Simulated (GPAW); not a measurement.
## Settings that the conductance of a Ag chain with one Au atom in line needs

How do the numerical settings move the conductance of a Ag chain with one Au atom in line?

Main program and level: GPAW 26.7.0; GPAW LCAO, PAW setups; Landauer transmission from Green's functions with principal layers (ASE), zero bias.

## 1. The starting structure

The cell holds 13 atoms: 12 Ag and 1 Au. Cell: a = 9.000 Å, b = 9.000 Å, c = 34.410 Å, α = 90.0°, β = 90.0°, γ = 90.0°. Regions: left lead, 6 atoms (6 Ag); channel, 1 atom (1 Au); right lead, 6 atoms (6 Ag). Vacuum lies along a and b. The structure is stacked along c, and the current runs across the ab planes.

## 2. The reference run

All settings start at ordinary values; they are then varied in turn, with meshes following the cell where its length changes.

File run.py:

```python
import json
import numpy as np
from ase import Atoms
from ase.transport.calculators import TransportCalculator
from gpaw import GPAW, FermiDirac
from gpaw.lcao.tools import get_lcao_hamiltonian
from scipy.linalg import eigh

# The junction with lead layers at both ends, along the third cell vector
device = Atoms(
    ['Ag', 'Ag', 'Ag', 'Ag', 'Ag', 'Ag', 'Au', 'Ag', 'Ag', 'Ag', 'Ag', 'Ag', 'Ag'],
    positions=[
        [4.50000, 4.50000, 1.33000],
        [4.50000, 4.50000, 3.99000],
        [4.50000, 4.50000, 6.65000],
        [4.50000, 4.50000, 9.31000],
        [4.50000, 4.50000, 11.97000],
        [4.50000, 4.50000, 14.63000],
        [4.50000, 4.50000, 17.20510],
        [4.50000, 4.50000, 19.78020],
        [4.50000, 4.50000, 22.44020],
        [4.50000, 4.50000, 25.10020],
        [4.50000, 4.50000, 27.76020],
        [4.50000, 4.50000, 30.42020],
        [4.50000, 4.50000, 33.08020]],
    cell=[[9.0, 0.0, 0.0], [0.0, 9.0, 0.0], [0.0, 0.0, 34.4102]],
    pbc=True)

# One principal layer of the lead: the first 4 atoms of the device
lead = Atoms(
    ['Ag', 'Ag', 'Ag', 'Ag'],
    positions=[
        [4.50000, 4.50000, 1.33000],
        [4.50000, 4.50000, 3.99000],
        [4.50000, 4.50000, 6.65000],
        [4.50000, 4.50000, 9.31000]],
    cell=[[9.0, 0.0, 0.0], [0.0, 9.0, 0.0], [0.0, 0.0, 10.64]],
    pbc=True)

settings = dict(mode='lcao', basis='szp(dzp)', xc='LDA', h=0.2,
                occupations=FermiDirac(0.1), maxiter=250,
                mixer=dict(beta=0.1, nmaxold=8, weight=100.0),
                convergence=dict(density=0.0001))
energies = np.arange(-2, 2 + 1e-9, 0.05)
eta = 0.0001
n1, n2 = 1, 1
# k and -k transmit alike, so half of the mesh across the current serves
mesh = [(i, j) for i in range(n1) for j in range(n2) if (i, j) <= (-i % n1, -j % n2)]
weights = np.array([1 if (i, j) == (-i % n1, -j % n2) else 2 for i, j in mesh]) / (n1 * n2)

# [... helper functions left out ...]
fermi_lead = ground_state(lead, (1, 1, 11), 'lead.txt')
fermi_device = ground_state(device, (1, 1, 3), 'device.txt')
# [... loop over the mesh left out, but for ...]
        # Shift the lead onto the potential of the device's first layer
        shift = ((H[:, 0, 0] - H0[:, 0, 0]) / S0[0, 0]).real.mean()
# [...]
kT = 8.617333e-5 * 300
bias = [0.1, 0.2, 0.5, 1.0, 1.5, 2.0]
# [... integrals and printing left out ...]
```

Run with:

```bash
> OMP_NUM_THREADS=1 OPENBLAS_NUM_THREADS=1 python run.py
```

The log of the run:

```text
basis functions: device 189, principal layer 60
Fermi level: lead -4.1397 eV, device -4.2036 eV; lead shifted by 0.0016 eV
largest coupling past the next layer 3.40e-05 eV, largest misfit of the first layer 0.062 eV
  E-E_F (eV)   T (one spin)  [channel counts left out]
    -2.000    2.1891e+00
    -1.950    2.1689e+00
    -1.900    2.1365e+00
    -1.850    2.0864e+00
    -1.800    2.0176e+00
    -1.750    1.9241e+00
    -1.700    1.7969e+00
    -1.650    1.6272e+00
    -1.600    1.4064e+00
    -1.550    1.0918e+00
    -1.500    5.5312e-01
    -1.450    4.4193e-01
    -1.400    2.6778e-01
    -1.350    1.8082e-08
    -1.300    7.6417e-10
    -1.250    5.9768e-10
[...]
1.650    9.3588e-01
     1.700    9.3787e-01
     1.750    9.3999e-01
     1.800    9.4136e-01
     1.850    9.4292e-01
     1.900    9.4435e-01
     1.950    9.4567e-01
     2.000    9.4687e-01
conductance at 300 K: 0.84851 G0 a cell; thermopower -0.8287 uV/K
current from the zero-bias T(E) at 0.1 V: 6.5717 uA
current from the zero-bias T(E) at 0.2 V: 13.128 uA
current from the zero-bias T(E) at 0.5 V: 32.547 uA
current from the zero-bias T(E) at 1.0 V: 63.31 uA
current from the zero-bias T(E) at 1.5 V: 91.663 uA
current from the zero-bias T(E) at 2.0 V: 111.03 uA
```

Run time: 35 s. Hardware: 1 thread of Arm Neoverse V2, shared host; peak memory 1.2 GiB.

This step gave:

```yaml
conductance: 0.8485 G₀
largest_coupling_past_the_next_principal_layer: 3.40e-5 eV
largest_misfit_of_the_first_principal_layer: 0.06188 eV
shift_that_aligns_the_lead: 0.001587 eV
basis_functions_of_the_junction: 189
basis_functions_of_a_principal_layer: 60
transmission_at_the_fermi_level_one_spin: 0.8495
```

One spin. The transmission, zone mean by energy, zero at the Fermi level:

| energy (eV) | transmission, zone mean |
| --- | --- |
| -2.00 | 2.19 |
| -1.90 | 2.14 |
| -1.80 | 2.02 |
| -1.70 | 1.80 |
| -1.55 | 1.09 |
| -1.45 | 0.442 |
| -1.35 | 1.8e-8 |
| -1.25 | 6.0e-10 |
| -1.15 | 5.1e-9 |
| -1.05 | 2.3e-9 |
| -0.90 | 0.141 |
| -0.85 | 0.161 |
| -0.80 | 0.135 |
| -0.70 | 0.983 |
| -0.60 | 0.660 |
| -0.50 | 0.666 |
| -0.40 | 0.715 |
| -0.25 | 0.791 |
| -0.15 | 0.825 |
| -0.05 | 0.844 |
| 0.00 | 0.850 |
| 0.05 | 0.853 |
| 0.15 | 0.856 |
| 0.25 | 0.857 |
| 0.40 | 0.859 |
| 0.50 | 0.862 |
| 0.60 | 0.866 |
| 0.70 | 0.872 |
| 0.80 | 0.879 |
| 0.90 | 0.887 |
| 1.05 | 0.899 |
| 1.15 | 0.907 |
| 1.25 | 0.914 |
| 1.35 | 0.920 |
| 1.45 | 0.926 |
| 1.55 | 0.931 |
| 1.70 | 0.938 |
| 1.80 | 0.941 |
| 1.90 | 0.944 |
| 2.00 | 0.947 |

Not self-consistent under bias; the bias window is split evenly. Current through one cell, from the zero-bias transmission against bias:

| bias (V) | current through one cell, from the zero-bias transmission (μA) |
| --- | --- |
| 0.100 | 6.57 |
| 0.200 | 13.1 |
| 0.500 | 32.5 |
| 1.000 | 63.3 |
| 1.500 | 91.7 |
| 2.000 | 111 |

Couplings past the next layer reach 3.4e-5 eV, small enough to drop; the matrix elements of the cell's first layer differ from the bulk lead's by up to 0.062 eV. That layer keeps its own values in the calculation, and only beyond it is the lead taken as perfect. The Fermi levels of lead and junction count from different zeros of potential, one for each periodic cell; with both set to zero, the small remaining shift is what aligns them. Without spin-orbit coupling, which is large for these atoms, channel counts and T are those of the scalar-relativistic bands. By hand: G = 0.8485 × 77.48 μS = 65.7 μS, a resistance of 15.2 kΩ; at 0.1 V a linear junction would pass 6.57 μA, and the integral over the bias window gives 6.57 μA.

## 3. Varying the smearing: width = 0.01

Smearing helps the SCF of a metal converge, but it blurs occupations at band edges near the Fermi level.

Changes to run.py since step 2:

```diff
@@ -40,3 +40,3 @@
 settings = dict(mode='lcao', basis='szp(dzp)', xc='LDA', h=0.2,
-                occupations=FermiDirac(0.1), maxiter=250,
+                occupations=FermiDirac(0.01), maxiter=250,
                 mixer=dict(beta=0.1, nmaxold=8, weight=100.0),
```

The log of the run:

```text
basis functions: device 189, principal layer 60
Fermi level: lead -4.1518 eV, device -4.1713 eV; lead shifted by -0.0431 eV
largest coupling past the next layer 3.40e-05 eV, largest misfit of the first layer 0.064 eV
  E-E_F (eV)   T (one spin)  [channel counts left out]
    -2.000    2.2071e+00
    -1.950    2.1703e+00
    -1.900    2.1177e+00
    -1.850    2.0516e+00
    -1.800    1.9684e+00
    -1.750    1.8584e+00
    -1.700    1.7086e+00
    -1.650    1.5067e+00
    -1.600    1.2303e+00
    -1.550    6.7183e-01
    -1.500    4.8960e-01
    -1.450    3.4249e-01
    -1.400    1.5071e-05
    -1.350    1.0772e-09
    -1.300    6.4696e-10
    -1.250    5.1733e-10
[...]
1.650    9.3651e-01
     1.700    9.3844e-01
     1.750    9.4013e-01
     1.800    9.4178e-01
     1.850    9.4330e-01
     1.900    9.4470e-01
     1.950    9.4599e-01
     2.000    9.4718e-01
conductance at 300 K: 0.84861 G0 a cell; thermopower -0.6014 uV/K
current from the zero-bias T(E) at 0.1 V: 6.5728 uA
current from the zero-bias T(E) at 0.2 V: 13.132 uA
current from the zero-bias T(E) at 0.5 V: 32.584 uA
current from the zero-bias T(E) at 1.0 V: 63.484 uA
current from the zero-bias T(E) at 1.5 V: 92.514 uA
current from the zero-bias T(E) at 2.0 V: 112.71 uA
```

Elapsed: 34 s, on 1 thread; peak memory 1.2 GiB.

This step gave:

```yaml
conductance: 0.8486 G₀
largest_misfit_of_the_first_principal_layer: 0.06351 eV
shift_that_aligns_the_lead: -0.04312 eV
```

One spin. Table of transmission, zone mean by energy, zero at the Fermi level:

energy (eV), transmission, zone mean and a bar from the least value:
```
   -2.000       2.21 ##############################
   -1.800       1.97 ###########################
   -1.600       1.23 #################
   -1.400       0.00 
   -1.200       0.00 
   -1.000       0.08 #
   -0.800       0.09 #
   -0.700       0.87 ############
   -0.600       0.66 #########
   -0.400       0.73 ##########
   -0.200       0.82 ###########
    0.000       0.85 ############
    0.200       0.85 ############
    0.400       0.86 ############
    0.600       0.87 ############
    0.800       0.88 ############
    1.000       0.90 ############
    1.200       0.91 ############
    1.400       0.92 #############
    1.600       0.93 #############
    1.800       0.94 #############
    2.000       0.95 #############
```

Not self-consistent under bias; the bias window is split evenly. The current through one cell, from the zero-bias transmission by bias:

| bias (V) | current through one cell, from the zero-bias transmission (μA) |
| --- | --- |
| 0.100 | 6.57 |
| 0.200 | 13.1 |
| 0.500 | 32.6 |
| 1.000 | 63.5 |
| 1.500 | 92.5 |
| 2.000 | 113 |

The conductance equals that of the base run to 0.2 %.

## 4. Varying the smearing: width = 0.03

Changes to run.py since step 3:

```diff
@@ -40,3 +40,3 @@
 settings = dict(mode='lcao', basis='szp(dzp)', xc='LDA', h=0.2,
-                occupations=FermiDirac(0.01), maxiter=250,
+                occupations=FermiDirac(0.03), maxiter=250,
                 mixer=dict(beta=0.1, nmaxold=8, weight=100.0),
```

The log of the run:

```text
basis functions: device 189, principal layer 60
Fermi level: lead -4.1517 eV, device -4.1928 eV; lead shifted by -0.0221 eV
largest coupling past the next layer 3.40e-05 eV, largest misfit of the first layer 0.065 eV
  E-E_F (eV)   T (one spin)  [channel counts left out]
    -2.000    2.2307e+00
    -1.950    2.1907e+00
    -1.900    2.1451e+00
    -1.850    2.0848e+00
    -1.800    2.0092e+00
    -1.750    1.9115e+00
    -1.700    1.7802e+00
    -1.650    1.6035e+00
    -1.600    1.3677e+00
    -1.550    9.9946e-01
    -1.500    5.3899e-01
    -1.450    4.1717e-01
    -1.400    2.0368e-01
    -1.350    4.1958e-09
    -1.300    7.0578e-10
    -1.250    5.8519e-10
[...]
1.650    9.3565e-01
     1.700    9.3762e-01
     1.750    9.3934e-01
     1.800    9.4109e-01
     1.850    9.4266e-01
     1.900    9.4411e-01
     1.950    9.4544e-01
     2.000    9.4667e-01
conductance at 300 K: 0.84743 G0 a cell; thermopower -0.7302 uV/K
current from the zero-bias T(E) at 0.1 V: 6.5633 uA
current from the zero-bias T(E) at 0.2 V: 13.111 uA
current from the zero-bias T(E) at 0.5 V: 32.5 uA
current from the zero-bias T(E) at 1.0 V: 63.203 uA
current from the zero-bias T(E) at 1.5 V: 91.674 uA
current from the zero-bias T(E) at 2.0 V: 111.18 uA
```

Run time: 34 s. Hardware: 1 thread; peak memory 1.2 GiB.

This step gave:

- conductance: 0.8474 G₀
- largest misfit of the first principal layer: 0.06491 eV
- shift that aligns the lead: -0.02213 eV
- transmission at the Fermi level (one spin): 0.8485

One spin. The transmission, zone mean by energy, zero at the Fermi level:

| energy (eV) | transmission, zone mean |
| --- | --- |
| -2.00 | 2.23 |
| -1.85 | 2.08 |
| -1.70 | 1.78 |
| -1.60 | 1.37 |
| -1.45 | 0.417 |
| -1.30 | 7.1e-10 |
| -1.15 | 3.2e-9 |
| -1.05 | 1.8e-8 |
| -0.90 | 0.151 |
| -0.85 | 0.167 |
| -0.75 | 0.00560 |
| -0.70 | 0.991 |
| -0.60 | 0.671 |
| -0.50 | 0.667 |
| -0.35 | 0.743 |
| -0.20 | 0.811 |
| -0.05 | 0.844 |
| 0.00 | 0.848 |
| 0.05 | 0.851 |
| 0.20 | 0.854 |
| 0.35 | 0.855 |
| 0.50 | 0.859 |
| 0.60 | 0.864 |
| 0.75 | 0.875 |
| 0.90 | 0.887 |
| 1.05 | 0.899 |
| 1.15 | 0.907 |
| 1.30 | 0.917 |
| 1.45 | 0.926 |
| 1.60 | 0.934 |
| 1.70 | 0.938 |
| 1.85 | 0.943 |
| 2.00 | 0.947 |

Not self-consistent under bias; the bias window is split evenly. The current through one cell, from the zero-bias transmission by bias:

| bias (V) | current through one cell, from the zero-bias transmission (μA) |
| --- | --- |
| 0.100 | 6.56 |
| 0.200 | 13.1 |
| 0.500 | 32.5 |
| 1.000 | 63.2 |
| 1.500 | 91.7 |
| 2.000 | 111 |

The conductance equals that of the base run to 0.2 %.

## 5. Varying the smearing: width = 0.2

Changes to run.py since step 4:

```diff
@@ -40,3 +40,3 @@
 settings = dict(mode='lcao', basis='szp(dzp)', xc='LDA', h=0.2,
-                occupations=FermiDirac(0.03), maxiter=250,
+                occupations=FermiDirac(0.2), maxiter=250,
                 mixer=dict(beta=0.1, nmaxold=8, weight=100.0),
```

The log of the run:

```text
basis functions: device 189, principal layer 60
Fermi level: lead -4.0992 eV, device -4.1540 eV; lead shifted by 0.0002 eV
largest coupling past the next layer 3.40e-05 eV, largest misfit of the first layer 0.039 eV
  E-E_F (eV)   T (one spin)  [channel counts left out]
    -2.000    2.1831e+00
    -1.950    2.1403e+00
    -1.900    2.0786e+00
[...]
1.950    9.4910e-01
     2.000    9.5028e-01
conductance at 300 K: 0.82952 G0 a cell; thermopower -1.193 uV/K
current from the zero-bias T(E) at 0.1 V: 6.4256 uA
current from the zero-bias T(E) at 0.2 V: 12.842 uA
current from the zero-bias T(E) at 0.5 V: 31.934 uA
current from the zero-bias T(E) at 1.0 V: 62.569 uA
current from the zero-bias T(E) at 1.5 V: 90.728 uA
current from the zero-bias T(E) at 2.0 V: 116.14 uA
```

Wall time 37 s (1 thread); peak memory 1.2 GiB.

The conductance, 0.830 G₀, lies 2.2 % below that of the base run.

## 6. Smearing: width = 0.4

Changes to run.py since step 5:

```diff
@@ -40,3 +40,3 @@
 settings = dict(mode='lcao', basis='szp(dzp)', xc='LDA', h=0.2,
-                occupations=FermiDirac(0.2), maxiter=250,
+                occupations=FermiDirac(0.4), maxiter=250,
                 mixer=dict(beta=0.1, nmaxold=8, weight=100.0),
```

The log of the run:

```text
basis functions: device 189, principal layer 60
Fermi level: lead -3.9610 eV, device -4.0022 eV; lead shifted by -0.0008 eV
largest coupling past the next layer 3.38e-05 eV, largest misfit of the first layer 0.015 eV
  E-E_F (eV)   T (one spin)  [channel counts left out]
    -2.000    1.5202e+00
    -1.950    1.2943e+00
    -1.900    1.0242e+00
[...]
1.950    9.5865e-01
     2.000    9.5959e-01
conductance at 300 K: 0.8365 G0 a cell; thermopower -1.373 uV/K
current from the zero-bias T(E) at 0.1 V: 6.4804 uA
current from the zero-bias T(E) at 0.2 V: 12.956 uA
current from the zero-bias T(E) at 0.5 V: 32.303 uA
current from the zero-bias T(E) at 1.0 V: 63.935 uA
current from the zero-bias T(E) at 1.5 V: 93.977 uA
current from the zero-bias T(E) at 2.0 V: 121.11 uA
```

Wall time 38 s (1 thread); peak memory 1.2 GiB.

One spin. Transmission, zone mean against energy, zero at the Fermi level:

| energy (eV) | transmission, zone mean |
| --- | --- |
| -2.000 | 1.52 |
| -1.800 | 0.401 |
| -1.600 | 4.8e-10 |
| -1.400 | 6.8e-10 |
| -1.200 | 0.109 |
| -1.000 | 0.374 |
| -0.800 | 0.546 |
| -0.600 | 0.665 |
| -0.400 | 0.746 |
| -0.200 | 0.800 |
| 0.000 | 0.837 |
| 0.200 | 0.864 |
| 0.400 | 0.884 |
| 0.600 | 0.901 |
| 0.800 | 0.914 |
| 1.000 | 0.925 |
| 1.200 | 0.935 |
| 1.400 | 0.943 |
| 1.600 | 0.950 |
| 1.800 | 0.955 |
| 2.000 | 0.960 |

The conductance, 0.836 G₀, lies 1.4 % below that of the base run.

## 7. Convergence in the smearing

The runs and the base run on one axis.

This step: convergence of the conductance (GPAW 26.7.0).

Table of conductance by smearing:

| smearing (eV) | conductance (G₀) |
| --- | --- |
| 0.010 | 0.849 |
| 0.030 | 0.847 |
| 0.100 | 0.849 |
| 0.200 | 0.830 |
| 0.400 | 0.836 |

## 8. Energy step: de = 0.2

The thermal integrals interpolate T(E), so the step must resolve what lies within a few kT of the Fermi level.

This step: GPAW LCAO, PAW setups; Landauer transmission from Green's functions with principal layers (ASE), zero bias (GPAW 26.7.0).

Changes to run.py since step 6:

```diff
@@ -40,6 +40,6 @@
 settings = dict(mode='lcao', basis='szp(dzp)', xc='LDA', h=0.2,
-                occupations=FermiDirac(0.4), maxiter=250,
+                occupations=FermiDirac(0.1), maxiter=250,
                 mixer=dict(beta=0.1, nmaxold=8, weight=100.0),
                 convergence=dict(density=0.0001))
-energies = np.arange(-2, 2 + 1e-9, 0.05)
+energies = np.arange(-2, 2 + 1e-9, 0.2)
 eta = 0.0001
```

The log of the run:

```text
basis functions: device 189, principal layer 60
Fermi level: lead -4.1397 eV, device -4.2036 eV; lead shifted by 0.0016 eV
largest coupling past the next layer 3.40e-05 eV, largest misfit of the first layer 0.062 eV
  E-E_F (eV)   T (one spin)  [channel counts left out]
    -2.000    2.1891e+00
    -1.800    2.0176e+00
    -1.600    1.4064e+00
    -1.400    2.6778e-01
    -1.200    3.7092e-10
    -1.000    4.1852e-02
    -0.800    1.3499e-01
    -0.600    6.6043e-01
    -0.400    7.1549e-01
    -0.200    8.1009e-01
    -0.000    8.4954e-01
     0.200    8.5691e-01
     0.400    8.5890e-01
     0.600    8.6610e-01
     0.800    8.7908e-01
     1.000    8.9483e-01
     1.200    9.1025e-01
     1.400    9.2342e-01
     1.600    9.3373e-01
     1.800    9.4136e-01
     2.000    9.4687e-01
conductance at 300 K: 0.8466 G0 a cell; thermopower -1.028 uV/K
current from the zero-bias T(E) at 0.1 V: 6.5548 uA
current from the zero-bias T(E) at 0.2 V: 13.087 uA
current from the zero-bias T(E) at 0.5 V: 32.45 uA
current from the zero-bias T(E) at 1.0 V: 63.255 uA
current from the zero-bias T(E) at 1.5 V: 89.671 uA
current from the zero-bias T(E) at 2.0 V: 108.77 uA
```

It took 35 s on 1 thread; peak memory 1.2 GiB.

Numbers from this step:

| Quantity | Value |
| --- | --- |
| conductance | 0.8466 G₀ |
| largest coupling past the next principal layer | 3.40e-5 eV |
| largest misfit of the first principal layer | 0.06188 eV |
| shift that aligns the lead | 0.001587 eV |
| transmission at the Fermi level (one spin) | 0.8495 |

One spin. Transmission, zone mean against energy, zero at the Fermi level:

| energy (eV) | transmission, zone mean |
| --- | --- |
| -2.00 | 2.19 |
| -1.80 | 2.02 |
| -1.60 | 1.41 |
| -1.40 | 0.268 |
| -1.20 | 3.7e-10 |
| -1.00 | 0.0419 |
| -0.80 | 0.135 |
| -0.60 | 0.660 |
| -0.40 | 0.715 |
| -0.20 | 0.810 |
| 0.00 | 0.850 |
| 0.20 | 0.857 |
| 0.40 | 0.859 |
| 0.60 | 0.866 |
| 0.80 | 0.879 |
| 1.00 | 0.895 |
| 1.20 | 0.910 |
| 1.40 | 0.923 |
| 1.60 | 0.934 |
| 1.80 | 0.941 |
| 2.00 | 0.947 |

Not self-consistent under bias; the bias window is split evenly. The current through one cell, from the zero-bias transmission by bias:

| bias (V) | current through one cell, from the zero-bias transmission (μA) |
| --- | --- |
| 0.100 | 6.55 |
| 0.200 | 13.1 |
| 0.500 | 32.5 |
| 1.000 | 63.3 |
| 1.500 | 89.7 |
| 2.000 | 109 |

The conductance, 0.847 G₀, lies 0.2 % below that of the base run.

(Continued in part 2 of 3.)

[Logs are printed without paths, hosts, clocks, repeated set-up lines and the standing remarks that a program may print on its own settings, such as how far it seeks lower states.]

[Hosts, paths, dates, database ids (printed as entryN), source tags and the programs' standing remarks are cut or masked in the printed files.]
